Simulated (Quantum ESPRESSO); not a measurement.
Consider Mg (Magnesium, P6_3/mmc).

```cif
data_structure
_symmetry_space_group_name_H-M 'P 1'
_symmetry_Int_Tables_number 1
_cell_length_a 3.2093
_cell_length_b 3.2093
_cell_length_c 5.2103
_cell_angle_alpha 90.000
_cell_angle_beta 90.000
_cell_angle_gamma 120.000
_cell_volume 46.47
loop_
_atom_site_label
_atom_site_type_symbol
_atom_site_fract_x
_atom_site_fract_y
_atom_site_fract_z
_atom_site_occupancy
Mg1 Mg 0.66667 0.33333 0.75000 1
Mg2 Mg 0.33333 0.66667 0.25000 1
```

Absorber: atom 1, with 6 Mg at 3.20 Å and 6 Mg at 3.21 Å (anticuboctahedral, as in hcp, site symmetry -6m2). Method: Quantum ESPRESSO XSpectra, PBE, excited-electron core hole (neutral cell), 6-atom cell with 5.6 Å between holes, 7×7×7 k points, dipole transitions, Lorentzian half width 0.3 eV up to 4 eV, rising linearly to 2.5 eV at 25 eV.

Where do the maxima of the Mg K edge fall?

Main maxima up to 24 eV above the zero (height): 1.7 eV (0.87), 3.2 eV (0.98), 6.8 eV (1.15), 8.7 eV (1.16) and 12.2 eV (1.19). A K edge sees empty p states on the absorber. The total-energy difference is 1314.22 eV. One term is added: -12.99 eV, since the hole is spin-paired here and a spin-polarised one costs that much less in the free atom (computed apart). The photon energy is then 1301.23 eV. The tabulated edge of the element is 1303 eV. The functional leaves an error of a few eV in such absolute values.

The Mg K spectrum (energy from the energy zero of the input (xe0, at the border of filled and empty states); intensity scaled to a mean of 1 over the first 20 eV; the points at xe0, where the cut of filled states can leave a spike, are interpolated; polarised curves are means over the symmetry-equivalent atoms):

| E (eV) | isotropic | ε ⊥ c | ε ∥ c |
| --- | --- | --- | --- |
| -2.0 | 0.04 | 0.04 | 0.04 |
| -1.5 | 0.05 | 0.05 | 0.06 |
| -1.0 | 0.08 | 0.07 | 0.08 |
| -0.5 | 0.13 | 0.13 | 0.14 |
| 0.0 | 0.37 | 0.35 | 0.41 |
| 0.5 | 0.70 | 0.64 | 0.82 |
| 1.0 | 0.77 | 0.71 | 0.87 |
| 1.5 | 0.83 | 0.82 | 0.83 |
| 2.0 | 0.83 | 0.80 | 0.88 |
| 2.5 | 0.90 | 0.93 | 0.83 |
| 3.0 | 0.96 | 1.02 | 0.85 |
| 3.5 | 0.96 | 0.99 | 0.89 |
| 4.0 | 0.86 | 0.87 | 0.83 |
| 4.5 | 0.92 | 0.94 | 0.88 |
| 5.0 | 0.97 | 0.99 | 0.93 |
| 5.5 | 1.04 | 1.06 | 0.99 |
| 6.0 | 1.04 | 1.08 | 0.96 |
| 6.5 | 1.11 | 1.13 | 1.07 |
| 7.0 | 1.14 | 1.13 | 1.14 |
| 7.5 | 1.10 | 1.07 | 1.14 |
| 8.0 | 1.12 | 1.07 | 1.23 |
| 8.5 | 1.16 | 1.09 | 1.29 |
| 9.0 | 1.15 | 1.10 | 1.26 |
| 9.5 | 1.13 | 1.10 | 1.19 |
| 10.0 | 1.12 | 1.11 | 1.15 |
| 10.5 | 1.13 | 1.13 | 1.12 |
| 11.0 | 1.14 | 1.15 | 1.10 |
| 11.5 | 1.16 | 1.19 | 1.11 |
| 12.0 | 1.19 | 1.23 | 1.11 |
| 12.5 | 1.18 | 1.22 | 1.11 |
| 13.0 | 1.16 | 1.18 | 1.12 |
| 13.5 | 1.14 | 1.15 | 1.13 |
| 14.0 | 1.11 | 1.12 | 1.11 |
| 14.5 | 1.09 | 1.09 | 1.08 |
| 15.0 | 1.06 | 1.06 | 1.06 |
| 15.5 | 1.03 | 1.03 | 1.04 |
| 16.0 | 1.00 | 1.00 | 1.00 |
| 16.5 | 0.98 | 0.98 | 0.97 |
| 17.0 | 0.95 | 0.96 | 0.94 |
| 17.5 | 0.93 | 0.93 | 0.92 |
| 18.0 | 0.89 | 0.89 | 0.90 |
| 18.5 | 0.86 | 0.85 | 0.88 |
| 19.0 | 0.83 | 0.82 | 0.86 |
| 19.5 | 0.81 | 0.79 | 0.84 |
| 20.0 | 0.78 | 0.76 | 0.82 |
| 20.5 | 0.76 | 0.74 | 0.80 |
| 21.0 | 0.73 | 0.71 | 0.77 |
| 21.5 | 0.71 | 0.70 | 0.75 |
| 22.0 | 0.70 | 0.68 | 0.74 |
| 22.5 | 0.70 | 0.68 | 0.73 |
| 23.0 | 0.70 | 0.69 | 0.72 |
| 23.5 | 0.71 | 0.70 | 0.73 |
| 24.0 | 0.73 | 0.73 | 0.74 |
| 24.5 | 0.76 | 0.76 | 0.76 |
| 25.0 | 0.80 | 0.81 | 0.78 |
| 25.5 | 0.84 | 0.85 | 0.80 |
| 26.0 | 0.88 | 0.90 | 0.82 |
| 26.5 | 0.92 | 0.95 | 0.85 |
| 27.0 | 0.96 | 1.00 | 0.88 |
| 27.5 | 1.00 | 1.04 | 0.91 |
| 28.0 | 1.03 | 1.07 | 0.95 |
| 28.5 | 1.06 | 1.10 | 0.99 |
| 29.0 | 1.09 | 1.12 | 1.03 |
| 29.5 | 1.11 | 1.13 | 1.06 |
| 30.0 | 1.12 | 1.13 | 1.09 |
| 30.5 | 1.13 | 1.13 | 1.11 |
| 31.0 | 1.13 | 1.12 | 1.13 |
| 31.5 | 1.12 | 1.11 | 1.15 |
| 32.0 | 1.12 | 1.09 | 1.17 |

The holes are only 5.6 Å apart, so the shape is probably not converged with cell size; no larger cell was run here. The structure is a published determination, not relaxed.

[Banner, clock and machine lines of the logs are left out without a mark of their own.]

[Logs are printed without paths, hosts, clocks, repeated set-up lines and the standing remarks that a program may print on its own settings, such as how far it seeks lower states.]

[Hosts, paths, dates, database ids (printed as entryN), source tags and the programs' standing remarks are cut or masked in the printed files.]

[Lists of maxima count a maximum above −3 eV only where it reaches 4 % of the highest in the window and stands out from its surroundings by 2 % of it (1.5 % where it reaches 55 %); shoulders and weaker maxima are passed over, and of the rest the first, up to two pre-edge ones and the few strongest are named.]
